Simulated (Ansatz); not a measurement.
# What VInS3 (model cell, started as cubic perovskite with V in the octahedra) distorts into, part 3 of 3

Which phase does VInS3 (model cell, started as cubic perovskite with V in the octahedra) fall into along its unstable mode, and how much energy does it gain?

Ansatz 0.2.0; DFT PBEsol, scalar-relativistic, plane waves, PAW; PAW set soft_1.

So far. Step 5 (Energy along the mode, all amplitudes (two of the runs …): The lowest of the steps tried is the last one, at 0.6 Å, 109 meV/atom below the parent; the bottom of the well need not coincide with a step. Step 7 (The new phase in its own primitive cell): The largest force component left is 0.14 meV/Å and the pressure is 0.001 GPa, within the tolerances set. The cell now holds 17.94 Å³/atom. The relaxed cell has a = 5.996, c = 4.991 Å (conventional setting).

The structure was built from a prototype and need not be the compound's stable phase.

## 8. Modes of the new phase, k-mesh 6×6×8

A relaxed structure may still be a saddle point, so its zone-centre modes are computed. No field response is asked, since the mesh shows no gap.

The input, input.yaml:

```yaml
crystal:
  lattice:
    - [5.9955298669, 0.0, 0.0]
    - [0.0, 5.9955298669, 0.0]
    - [0.0, 0.0, 4.991271198]
  atoms:
    - { symbol: In, position: [0.5, 0.0, 0.0] }
    - { symbol: In, position: [0.0, 0.5, 0.0] }
    - { symbol: V, position: [0.0, 0.0, 0.5] }
    - { symbol: V, position: [0.5, 0.5, 0.5] }
    - { symbol: S, position: [0.1586830546, 0.6586830546, 0.5] }
    - { symbol: S, position: [0.8413169454, 0.3413169454, 0.5] }
    - { symbol: S, position: [0.3413169454, 0.1586830546, 0.5] }
    - { symbol: S, position: [0.6586830546, 0.8413169454, 0.5] }
    - { symbol: S, position: [0.0, 0.0, 0.0] }
    - { symbol: S, position: [0.5, 0.5, 0.0] }
kpoints:
  mp_grid: { grid: [6, 6, 8] }
hamiltonian:
  xc: pbesol
  pseudopotentials: { kind: paw, azcp: { folder: soft_1 }, xc_functional: pbe }
scf:
  occupations: { method: methfessel_paxton, width: 0.2 }
output:
  eigenvalues: true
phonons:
  method: dfpt
```

Run with:

```sh
ansatz run input.yaml --threads 4 --pin off --max-ram 16384MiB --backend cpu --events-out ev --progress --plain --runs-dir out
```

Numbers of over 12 decimals in the logs are rounded to 6 here.

What it wrote:

```text
zone centre: on kpoints.mp_grid the ground state, and the responses unless they are solved on pairs of k-points, stand on 100 of the mesh's 288 k-points, reduced under 2 symmetry operations, with k and −k counted as one. Each operation leaves every solved displacement unchanged or reverses it
[...]
Crystal: 10 atoms, lattice volume = 179.418 Å³
Basis set: ecut = 420 eV, 3477 PW (Γ), exchange–correlation on 96×96×72 points (8 copies of the dense FFT grid, shifted against one another)
Bands: 54, of which v1, the nominal top of the filled ones, is band 44 counted from 1 (43 counted from 0)
Symmetry: 16 space group operations
k-points: 100 of 288 (irreducible under 2 space group operations, time reversal used)
[...]
SCF iter   1: F=—  HF=-22141.127013 eV  |F-HF|=—  |Δ(HF+E_count)|=         —  Δρ=1.40e-1  dr2=6.34e1  ethr=3.10e-3  ⟨swp⟩=7.4  Hψ=22594  notcnv=0
[...]
SCF iter  13: F=-22136.411217 eV  HF=-22136.411217 eV  |F-HF|=0.00e0  |Δ(HF+E_count)|=  7.28e-12  S|Δr|=    0.00e0  Δρ=2.75e-8  dr2=1.52e-12  ethr=1.00e-12  ⟨swp⟩=12.6  Hψ=29528  notcnv=0
SCF 1 converged in 13 iterations: F = -22136.411217 eV  dr2 = 1.52e-12
[...]
DFPT response loops at Γ: preconditioner auto → Kerker (q_TF=auto, 2.423 Å⁻¹) (partly filled bands, converged f_vac=0.000); β = 1.00, the filter's whole step (`scf.mixing.beta` (0.50) is not read by the response loops under this deck's `scf.mixing.preconditioner`; to damp them name `kerker` or `kerker_dos`, under which they read `scf.mixing.beta`, and type it under 1.00, their step now; both keys bind the ground state too); Broyden in place of MSR1
SCF converged after 13 iterations
[...]
Free energy (F): -22136.411217 eV
[...]
Internal energy: -22136.423248 eV  (E = F + TS)
E sigma→0 (E₀):  -22136.414225 eV
Entropy (-TS):   0.012031 eV (1.203 meV/atom)
Fermi energy:    10.016329 eV
[...]
--- Band table (eV; the first three rows and the last of 100) ---
  k-point 0: bands = [... 40 lower, 8.0862, 8.5125, 9.3699, 9.3699, 9.6284, 10.0490, 10.3267, 10.3267, ... 6 higher]
  k-point 1: bands = [... 40 lower, 8.3447, 8.6971, 9.6297, 9.6379, 9.6379, 10.0488, 10.3421, 10.3421, ... 6 higher]
  k-point 2: bands = [... 40 lower, 9.2168, 9.2604, 9.6328, 10.0481, 10.0928, 10.0928, 10.3816, 10.3816, ... 6 higher]
  k-point 99: bands = [... 40 lower, 8.6942, 8.6942, 9.7848, 9.7848, 10.7346, 10.7346, 10.9823, 10.9823, ... 6 higher]
--- Phonons (Γ-DFPT): 8 representative perturbations + reference, on 100 of 288 k-points (Σ response iterations 26) ---
  k mesh reduced under 2 symmetry operations, with k and −k counted as one. Each operation leaves every solved displacement unchanged or reverses it
  ASR residual: 6.905e-5 → 0.000e0 eV/Å²; symmetrization residual: 1.742e-5 eV/Å²
  ASR residual per site (eV/Å²): 2.89e-5 2.89e-5 3.57e-5 3.57e-5 3.25e-5 3.25e-5 3.25e-5 3.25e-5 6.91e-5 6.91e-5
  Γ frequencies (cm⁻¹): -135.37 -1.35 -1.35 0.00 0.00 0.00 33.64 44.92 44.92 69.47 103.82 103.82 113.77 127.97 127.97 150.75 150.75 168.74 206.82 216.62 216.62 228.52 276.85 282.29 286.92 286.92 338.43 338.43 361.62 433.43
  non-analytic LO–TO correction: not included (Born effective charges unavailable; polar crystals: no LO–TO splitting at Γ)
```

It took 5.8 min on 4 threads of Arm Neoverse V1, shared host; peak memory 3.2 GiB; 23 min of CPU time.

This step gave:

```yaml
sum_rule_residual_before_enforcement: 6.91e-5 eV/Å²
point_group: 4/mmm
highest_optical_mode_at_the_zone_centre_no_lo_to_term: 433.4 cm⁻¹
lowest_optical_zone_centre_mode: -135.4 cm⁻¹
```

Patterns of degenerate modes are one choice out of their space. Modes at Γ, with each element's share of the kinetic energy (negative means imaginary):

| mode | frequency (cm⁻¹) | symmetry | In % | V % | S % |
| --- | --- | --- | --- | --- | --- |
| 1 | -135.4 | A1u | 0 | 76 | 24 |
| 2 | -1.4 | Eu | 76 | 7 | 17 |
| 3 | -1.4 | Eu | 76 | 7 | 17 |
| 4 | 0.0 | acoustic | 44 | 19 | 37 |
| 5 | 0.0 | acoustic | 44 | 19 | 37 |
| 6 | 0.0 | acoustic | 44 | 19 | 37 |
| 7 | 33.6 | A2u | 1 | 62 | 37 |
| 8 | 44.9 | Eu | 68 | 3 | 29 |
| 9 | 44.9 | Eu | 68 | 3 | 29 |
| 10 | 69.5 | B1u | 89 | 0 | 11 |
| 11 | 103.8 | Eu | 4 | 6 | 91 |
| 12 | 103.8 | Eu | 4 | 6 | 91 |
| 13 | 113.8 | A2u | 52 | 12 | 37 |
| 14 | 128.0 | Eu | 7 | 11 | 82 |
| 15 | 128.0 | Eu | 7 | 11 | 82 |
| 16 | 150.8 | Eg | 0 | 0 | 100 |
| 17 | 150.8 | Eg | 0 | 0 | 100 |
| 18 | 168.7 | A1u | 0 | 24 | 76 |
| 19 | 206.8 | B1u | 11 | 0 | 89 |
| 20 | 216.6 | Eu | 0 | 27 | 73 |
| 21 | 216.6 | Eu | 0 | 27 | 73 |
| 22 | 228.5 | A1g | 0 | 0 | 100 |
| 23 | 276.9 | A2u | 3 | 7 | 90 |
| 24 | 282.3 | B2g | 0 | 0 | 100 |
| 25 | 286.9 | Eu | 1 | 90 | 9 |
| 26 | 286.9 | Eu | 1 | 90 | 9 |
| 27 | 338.4 | Eu | 0 | 37 | 63 |
| 28 | 338.4 | Eu | 0 | 37 | 63 |
| 29 | 361.6 | B1g | 0 | 0 | 100 |
| 30 | 433.4 | A2g | 0 | 0 | 100 |

Displacements in mode 1 (-135.4 cm⁻¹), the largest set to 1:
```
In1  0.00  0.00  0.00
In2  0.00  0.00  0.00
V3   0.00  0.00  1.00
V4   0.00  0.00 -1.00
S5   0.00  0.00  0.00
S6   0.00  0.00  0.00
S7   0.00  0.00  0.00
S8   0.00  0.00  0.00
S9   0.00  0.00 -0.70
S10  0.00  0.00  0.70
```

Displacements in mode 25 (286.9 cm⁻¹), the largest set to 1:
```
In1  0.00  0.03  0.00
In2 -0.07 -0.07  0.00
V3  -0.22  1.00  0.00
V4   0.86 -0.56  0.00
S5  -0.13 -0.03  0.00
S6  -0.13 -0.03  0.00
S7  -0.27 -0.24  0.00
S8  -0.27 -0.24  0.00
S9   0.07 -0.10  0.00
S10 -0.06  0.10  0.00
```

Before it was imposed, the acoustic sum rule was missed by 6.9e-5 eV/Å². Small misses are needed for a sound result but don't prove that mesh and cutoff are converged. The lowest optical mode is imaginary, 135.4i cm⁻¹, so the energy falls along it.

## 9. The phases reached

The phases reached along the modes that were followed are set side by side.

Energies are those of the first relaxation, on the mesh of the frozen mode; space group, volume and gap are those of the last relaxation. Phases, by row:

| mode frozen in | space group | energy from parent (meV/atom) | volume (Å³/atom) | gap on mesh (eV) | lowest zone-centre optical mode (cm⁻¹) | largest shift (Å) |
| --- | --- | --- | --- | --- | --- | --- |
| parent | Pm-3m | 0 | 19.2 | 0 | – | – |
| q = (-0.5, -0.5, -0.5), 170i cm⁻¹ | I4/mmm | -0.26 | 19.22 | 0 | -148.8 | 0.035 |
| q = (-0.5, -0.5, -0.5), 170i cm⁻¹ | I4/mcm | -0.27 | 19.22 | 0 | -148.2 | 0.031 |
| q = (-0.5, -0.5, -0.5), 170i cm⁻¹ | I4/mmm | -0.27 | 19.22 | 0 | -148.8 | 0.035 |
| q = (0, -0.5, -0.5), 157i cm⁻¹ | P4/mbm | -146.2 | 17.94 | 0 | -135.4 | 0.774 |

## 10. Outcome

```
unstable mode of the parent                                                      : q = (0, -0.5, -0.5), 157i cm⁻¹
depth at the lowest point sampled                                                : 109 meV/atom
largest atomic shift at that point                                               : 0.6 Å
space group reached (within 0.01 Å)                                              : P4/mbm
energy gained over the parent (first relaxation, on the mesh of the frozen mode) : 146 meV/atom
volume per atom, phase reached                                                   : 17.9 Å³
lowest optical zone-centre mode, phase reached                                   : -135 cm⁻¹
highest optical mode at the zone centre (no LO-TO term), phase reached           : 433 cm⁻¹
```

**Reading.** Along this mode the structure falls into P4/mbm, 146 meV/atom below the parent. At the parent's cell the well is 109.2 meV/atom deep on the steps tried, with its lowest point at a shift of 0.6 Å. That is the last step tried, so the steps alone don't bracket the bottom of the well. Relaxing atoms and cell changes the gain by +36.90 meV/atom against the lowest step (energies at zero smearing). The new phase still has an imaginary mode at the zone centre of its cell, so it is a saddle point on the way to a lower structure. Of the 4 patterns followed to their end from this parent, this one reaches the lowest energy. Each path keeps the symmetry of its pattern, so a lower phase may lie along a pattern not tried. With no gap, or one that is small against the smearing, the frequencies hang on the k mesh and the smearing, most of all near Kohn anomalies. The phonon runs are without spin polarisation, although V often carries a moment. The PAW files were made for PBE and serve the other functionals too. A phonon run warned that its eigensolver left some bands unconverged in a pass. The starting cell was built on a prototype and not taken from a measurement, so the phase need not exist.

[Logs are printed without paths, hosts, clocks, repeated set-up lines and the standing remarks that a program may print on its own settings, such as how far it seeks lower states.]

[Hosts, paths, dates, database ids (printed as entryN), source tags and the programs' standing remarks are cut or masked in the printed files.]
